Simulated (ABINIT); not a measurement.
## Li2H6Pt (Fm-3m): making up for missing bands

Can a closure trick stand in for empty bands in GW on Li2H6Pt (Fm-3m)?

Main program and level: ABINIT 10.8.3; LDA and many-body steps on it, plane waves.

The raw output is cut from this account; settings, times and results stay.

### 1. The starting structure

The structure is cubic, space group Fm-3m (No. 225). The conventional cell has a = 6.650 Å, b = 6.650 Å, c = 6.650 Å, α = 90.00°, β = 90.00°, γ = 90.00°. Nearest to Li lie 12 H at 2.35 Å. Nearest to H lie 1 Pt at 1.63 Å. Nearest to Pt lie 6 H at 1.63 Å. Farther neighbours, and contacts between anions beyond the nearest, are not listed.

The cell and positions are those that the Materials Project relaxed with its own functionals (PBE, PBE+U or r2SCAN), kept fixed.

### 2. Empty states on the mesh, 4×4×4 mesh, 76 bands

This step: ABINIT 10.8.3; DFT, LDA, plane waves, norm-conserving pseudopotentials.

The sums over transitions need many empty states on a uniform mesh; this step solves for them.

Contents of run.abi:

```
acell 3*1.0 Angstrom
rprim 
  0.000000000000 3.324927160000 3.324927160000
  3.324927160000 0.000000000000 3.324927160000
  3.324927160000 3.324927160000 0.000000000000
ntypat 3
znucl 3 1 78
natom 9
typat 1 1 2 2 2 2 2 2 3
xred 
  0.750000000000 0.750000000000 0.750000000000
  0.250000000000 0.250000000000 0.250000000000
  0.754787880000 0.754787880000 0.245212120000
  0.245212120000 0.754787880000 0.245212120000
  0.754787880000 0.245212120000 0.245212120000
  0.245212120000 0.245212120000 0.754787880000
  0.754787880000 0.245212120000 0.754787880000
  0.245212120000 0.754787880000 0.754787880000
  0.000000000000 0.000000000000 0.000000000000
pp_dirpath "pseudos"
pseudos "Li.upf, H.upf, Pt.upf"
ecut 34
ngkpt 4 4 4
nshiftk 1
shiftk 0 0 0
kptopt 1
chksymbreak 0
iscf -2
irdden 1
istwfk *1
nband 76
nbdbuf 6
tolwfr 1e-09
nstep 60
prtvol 0
indata_prefix "in"
outdata_prefix "out"
tmpdata_prefix "tmp"
```

Run with:

```
OMP_NUM_THREADS=1 mpirun -n 4 abinit run.abi > log
```

Wall time 23 s (4 MPI ranks of Intel Xeon Platinum 8375C at 2.90GHz (Ice Lake), shared host); peak memory 0.36 GiB.

Numbers from this step:

```yaml
gap: 2.758 eV
k_of_the_valence_top: -0.25, 0.25, 0
k_of_the_conduction_bottom: 0.5, 0.5, 0
least_direct_gap: 4.335 eV
k_points_computed: 8
lowest_point_of_the_top_converged_band_above_the_valence_top: 42.59 eV
```

On this mesh the gap is 2.758 eV.

The density comes from a self-consistent run that is not shown.

### 3. Screening, 4×4×4 mesh, 70 bands, screening to 122.5 eV

The RPA dielectric matrix is built and inverted for each q.

This step: RPA screening on LDA, plane waves, norm-conserving pseudopotentials.

run.abi, as its differences from that of step 2:

```diff
@@ -27,10 +27,11 @@
 chksymbreak 0
-iscf -2
-irdden 1
 istwfk *1
-nband 76
-nbdbuf 6
-tolwfr 1e-09
-nstep 60
-prtvol 0
+occopt 1
+irdwfk 1
+optdriver 3
+nband 70
+ecuteps 4.5
+inclvkb 2
+awtr 1
+symchi 1
 indata_prefix "in"
```

Run time: 25 s. Hardware: 4 MPI ranks; peak memory 1.1 GiB; 98 s of CPU time.

Read from the output:

```yaml
eps_infinity_with_local_fields_on_this_mesh: 4.218
eps_infinity_without_local_fields_on_this_mesh: 5.163
plasma_frequency: 23.72 eV
plane_waves_in_the_screening_matrix: 259
```

Local fields lower ε∞ by 18 %.

### 4. 70 bands

The self-energy is evaluated for the states that the input lists, and the quasiparticle equation is solved.

This step: G0W0 on LDA, plane waves, norm-conserving pseudopotentials.

run.abi, as its differences from that of step 3:

```diff
@@ -30,8 +30,19 @@
 irdwfk 1
-optdriver 3
+optdriver 4
 nband 70
+gwcalctyp 0
+ecutsigx 34
+symsigma 1
+nkptgw 3
+kptgw 
+  -0.2500000000 0.2500000000 0.0000000000
+  0.5000000000 0.5000000000 0.0000000000
+  0.0000000000 0.0000000000 0.0000000000
+bdgw 
+  14 17
+  14 17
+  13 19
 ecuteps 4.5
-inclvkb 2
-awtr 1
-symchi 1
+irdscr 1
+ppmodel 1
 indata_prefix "in"
```

The job ended after 15 s (4 MPI ranks; peak memory 1 GiB).

Numbers from this step:

```yaml
g0w0_gap_on_the_mesh: 4.783 eV
starting_gap_on_the_mesh: 2.758 eV
k_of_the_valence_top: -0.25, 0.25, 0
k_of_the_conduction_bottom: 0.5, 0.5, 0
z_at_the_valence_top: 0.811
z_at_the_conduction_bottom: 0.827
least_direct_g0w0_gap_on_the_computed_points: 6.51 eV
```

The gap on the mesh goes from 2.76 eV to 4.78 eV, a correction of +2.03 eV.

### 5. Screening, 4×4×4 mesh, 23 bands, screening to 122.5 eV

This step: RPA screening on LDA, plane waves, norm-conserving pseudopotentials.

run.abi, as its differences from that of step 4:

```diff
@@ -30,19 +30,8 @@
 irdwfk 1
-optdriver 4
-nband 70
-gwcalctyp 0
-ecutsigx 34
-symsigma 1
-nkptgw 3
-kptgw 
-  -0.2500000000 0.2500000000 0.0000000000
-  0.5000000000 0.5000000000 0.0000000000
-  0.0000000000 0.0000000000 0.0000000000
-bdgw 
-  14 17
-  14 17
-  13 19
+optdriver 3
+nband 23
 ecuteps 4.5
-irdscr 1
-ppmodel 1
+inclvkb 2
+awtr 1
+symchi 1
 indata_prefix "in"
```

It took 10 s on 4 MPI ranks; peak memory 0.78 GiB.

Numbers from this step:

- ε∞ with local fields, on this mesh: 4.055
- ε∞ without local fields, on this mesh: 4.803
- plasma frequency: 23.72 eV
- plane waves in the screening matrix: 259

### 6. 23 bands

This step: G0W0 on LDA, plane waves, norm-conserving pseudopotentials.

run.abi, as its differences from that of step 5:

```diff
@@ -30,8 +30,19 @@
 irdwfk 1
-optdriver 3
+optdriver 4
 nband 23
+gwcalctyp 0
+ecutsigx 34
+symsigma 1
+nkptgw 3
+kptgw 
+  -0.2500000000 0.2500000000 0.0000000000
+  0.5000000000 0.5000000000 0.0000000000
+  0.0000000000 0.0000000000 0.0000000000
+bdgw 
+  14 17
+  14 17
+  13 19
 ecuteps 4.5
-inclvkb 2
-awtr 1
-symchi 1
+irdscr 1
+ppmodel 1
 indata_prefix "in"
```

It took 15 s on 4 MPI ranks; peak memory 0.99 GiB.

Numbers from this step:

- G0W0 gap on the mesh: 4.895 eV
- starting gap on the mesh: 2.758 eV
- k of the valence top: -0.25, 0.25, 0
- k of the conduction bottom: 0.5, 0.5, 0
- Z at the valence top: 0.816
- Z at the conduction bottom: 0.83
- least direct G0W0 gap on the computed points: 6.691 eV

Against G0W0 in ABINIT (4×4×4 mesh, 70 bands, screening to 122.5 eV, Godby-Needs plasmon pole), the gap moves by +0.112 eV.

### 7. Screening, 4×4×4 mesh, 23 bands, screening to 122.5 eV

This step: RPA screening on LDA, plane waves, norm-conserving pseudopotentials.

run.abi, as its differences from that of step 6:

```diff
@@ -30,19 +30,10 @@
 irdwfk 1
-optdriver 4
+optdriver 3
 nband 23
-gwcalctyp 0
-ecutsigx 34
-symsigma 1
-nkptgw 3
-kptgw 
-  -0.2500000000 0.2500000000 0.0000000000
-  0.5000000000 0.5000000000 0.0000000000
-  0.0000000000 0.0000000000 0.0000000000
-bdgw 
-  14 17
-  14 17
-  13 19
 ecuteps 4.5
-irdscr 1
-ppmodel 1
+inclvkb 2
+awtr 1
+symchi 1
+gwcomp 1
+gwencomp 2
 indata_prefix "in"
```

Wall time 40 s (4 MPI ranks); peak memory 1.1 GiB.

Numbers from this step:

```yaml
eps_infinity_with_local_fields_on_this_mesh: 4.111
eps_infinity_without_local_fields_on_this_mesh: 4.803
plasma_frequency: 23.72 eV
plane_waves_in_the_screening_matrix: 259
```

### 8. 23 bands, completed

This step: G0W0 on LDA, plane waves, norm-conserving pseudopotentials.

run.abi, as its differences from that of step 7:

```diff
@@ -30,8 +30,19 @@
 irdwfk 1
-optdriver 3
+optdriver 4
 nband 23
+gwcalctyp 0
+ecutsigx 34
+symsigma 1
+nkptgw 3
+kptgw 
+  -0.2500000000 0.2500000000 0.0000000000
+  0.5000000000 0.5000000000 0.0000000000
+  0.0000000000 0.0000000000 0.0000000000
+bdgw 
+  14 17
+  14 17
+  13 19
 ecuteps 4.5
-inclvkb 2
-awtr 1
-symchi 1
+irdscr 1
+ppmodel 1
 gwcomp 1
```

Run time: 11 s. Hardware: 4 MPI ranks; peak memory 1.1 GiB; 44 s of CPU time.

Numbers from this step:

```yaml
g0w0_gap_on_the_mesh: 4.822 eV
starting_gap_on_the_mesh: 2.758 eV
k_of_the_valence_top: -0.25, 0.25, 0
k_of_the_conduction_bottom: 0.5, 0.5, 0
least_direct_g0w0_gap_on_the_computed_points: 6.535 eV
```

Against G0W0 in ABINIT (4×4×4 mesh, 70 bands, screening to 122.5 eV, Godby-Needs plasmon pole), the gap moves by +0.039 eV.

### 9. Screening, 4×4×4 mesh, 34 bands, screening to 122.5 eV

This step: RPA screening on LDA, plane waves, norm-conserving pseudopotentials.

run.abi, as its differences from that of step 8:

```diff
@@ -30,21 +30,8 @@
 irdwfk 1
-optdriver 4
-nband 23
-gwcalctyp 0
-ecutsigx 34
-symsigma 1
-nkptgw 3
-kptgw 
-  -0.2500000000 0.2500000000 0.0000000000
-  0.5000000000 0.5000000000 0.0000000000
-  0.0000000000 0.0000000000 0.0000000000
-bdgw 
-  14 17
-  14 17
-  13 19
+optdriver 3
+nband 34
 ecuteps 4.5
-irdscr 1
-ppmodel 1
-gwcomp 1
-gwencomp 2
+inclvkb 2
+awtr 1
+symchi 1
 indata_prefix "in"
```

Wall time 12 s (4 MPI ranks); peak memory 0.86 GiB; 46 s of CPU time.

Read from the output:

```
ε∞ with local fields, on this mesh    : 4.184
ε∞ without local fields, on this mesh : 5.061
plasma frequency                      : 23.72 eV
plane waves in the screening matrix   : 259
```

### 10. 34 bands

This step: G0W0 on LDA, plane waves, norm-conserving pseudopotentials.

run.abi, as its differences from that of step 9:

```diff
@@ -30,8 +30,19 @@
 irdwfk 1
-optdriver 3
+optdriver 4
 nband 34
+gwcalctyp 0
+ecutsigx 34
+symsigma 1
+nkptgw 3
+kptgw 
+  -0.2500000000 0.2500000000 0.0000000000
+  0.5000000000 0.5000000000 0.0000000000
+  0.0000000000 0.0000000000 0.0000000000
+bdgw 
+  14 17
+  14 17
+  13 19
 ecuteps 4.5
-inclvkb 2
-awtr 1
-symchi 1
+irdscr 1
+ppmodel 1
 indata_prefix "in"
```

Elapsed: 10 s, on 4 MPI ranks; peak memory 1 GiB.

Numbers from this step:

| Quantity | Value |
| --- | --- |
| G0W0 gap on the mesh | 4.715 eV |
| starting gap on the mesh | 2.758 eV |
| k of the valence top | -0.25, 0.25, 0 |
| k of the conduction bottom | 0.5, 0.5, 0 |
| least direct G0W0 gap on the computed points | 6.491 eV |

Against G0W0 in ABINIT (4×4×4 mesh, 70 bands, screening to 122.5 eV, Godby-Needs plasmon pole), the gap moves by −0.068 eV.

### 11. Screening, 4×4×4 mesh, 34 bands, screening to 122.5 eV

This step: RPA screening on LDA, plane waves, norm-conserving pseudopotentials.

run.abi, as its differences from that of step 10:

```diff
@@ -30,19 +30,10 @@
 irdwfk 1
-optdriver 4
+optdriver 3
 nband 34
-gwcalctyp 0
-ecutsigx 34
-symsigma 1
-nkptgw 3
-kptgw 
-  -0.2500000000 0.2500000000 0.0000000000
-  0.5000000000 0.5000000000 0.0000000000
-  0.0000000000 0.0000000000 0.0000000000
-bdgw 
-  14 17
-  14 17
-  13 19
 ecuteps 4.5
-irdscr 1
-ppmodel 1
+inclvkb 2
+awtr 1
+symchi 1
+gwcomp 1
+gwencomp 2
 indata_prefix "in"
```

It took 32 s on 4 MPI ranks; peak memory 1 GiB.

Numbers from this step:

- ε∞ with local fields, on this mesh: 4.220
- ε∞ without local fields, on this mesh: 5.061
- plasma frequency: 23.72 eV
- plane waves in the screening matrix: 259

### 12. 34 bands, completed

This step: G0W0 on LDA, plane waves, norm-conserving pseudopotentials.

run.abi, as its differences from that of step 11:

```diff
@@ -30,8 +30,19 @@
 irdwfk 1
-optdriver 3
+optdriver 4
 nband 34
+gwcalctyp 0
+ecutsigx 34
+symsigma 1
+nkptgw 3
+kptgw 
+  -0.2500000000 0.2500000000 0.0000000000
+  0.5000000000 0.5000000000 0.0000000000
+  0.0000000000 0.0000000000 0.0000000000
+bdgw 
+  14 17
+  14 17
+  13 19
 ecuteps 4.5
-inclvkb 2
-awtr 1
-symchi 1
+irdscr 1
+ppmodel 1
 gwcomp 1
```

Wall time 11 s (4 MPI ranks); peak memory 1 GiB; 43 s of CPU time.

Read from the output:

* G0W0 gap on the mesh: 4.702 eV
* starting gap on the mesh: 2.758 eV
* k of the valence top: -0.25, 0.25, 0
* k of the conduction bottom: 0.5, 0.5, 0
* least direct G0W0 gap on the computed points: 6.386 eV

Against G0W0 in ABINIT (4×4×4 mesh, 70 bands, screening to 122.5 eV, Godby-Needs plasmon pole), the gap moves by −0.081 eV.

### 13. Side by side

Times are wall times on 4 MPI ranks of Intel Xeon Platinum 8375C at 2.90GHz (Ice Lake), shared host, good to a factor of about two. A run's time includes the screening step that it read.

```
                run   mesh  bands  screening cutoff (eV)  DFT gap (eV)  gap on the mesh (eV)  direct (eV)  ε∞ used  time
           70 bands  4×4×4     70                  122.5         2.758                 4.783        6.510     4.22  40 s
           23 bands  4×4×4     23                  122.5         2.758                 4.895        6.691     4.05  25 s
23 bands, completed  4×4×4     23                  122.5         2.758                 4.822        6.535     4.11  51 s
           34 bands  4×4×4     34                  122.5         2.758                 4.715        6.491     4.18  22 s
34 bands, completed  4×4×4     34                  122.5         2.758                 4.702        6.386     4.22  42 s
```

### 14. Results

* 70 bands: 4.783 eV
* 23 bands: 4.895 eV
* 23 bands, completed: 4.822 eV
* 34 bands: 4.715 eV
* 34 bands, completed: 4.702 eV

23 bands: +0.112 eV against 70 bands. 23 bands, completed: +0.039 eV against 70 bands. 34 bands: −0.068 eV against 70 bands. 34 bands, completed: −0.081 eV against 70 bands. The row with most bands is itself short of the limit, so it is no exact reference, and agreement of a truncated run with it can be a cancellation between the edges. The runs have no spin polarisation. For a closed low-spin shell that is the natural state; where a d or f shell is open it is a constraint, and the gap is then not the crystal's own. With d states at the gap, one-shot GW leans hard on its start. The many-body steps are scalar-relativistic: spin-orbit coupling is not in them.

[Long decimals in the printed logs are rounded to 6 places.]

[Logs are printed without paths, hosts, clocks, repeated set-up lines and the standing remarks that a program may print on its own settings, such as how far it seeks lower states.]

[Paths, hosts, dates, memory and timing lines, banners, echoed tables and standing remarks are left out of the program output; an Ansatz launch command may be rebuilt from the run's recorded settings. Measured values are a selection of at most five: reports struck by readers or far from the other reports are left out. None is set beside runs whose start may be inverted or whose files or cutoffs have a known fault.]

[Runs of the session that timed out or met a known fault of the program may be left out.]

[Hosts, paths, dates, database ids (printed as entryN), source tags and the programs' standing remarks are cut or masked in the printed files.]

[G0W0 gaps are taken among the corrected bands and points alone; a level outside them can change the order at an edge.]

[Where Ansatz stands beside ABINIT at settings called matched, ABINIT's density can come from a denser mesh and the files from another edition; pairs whose starting gaps differed by over 0.03 eV were left out, so agreement reads better than it is.]
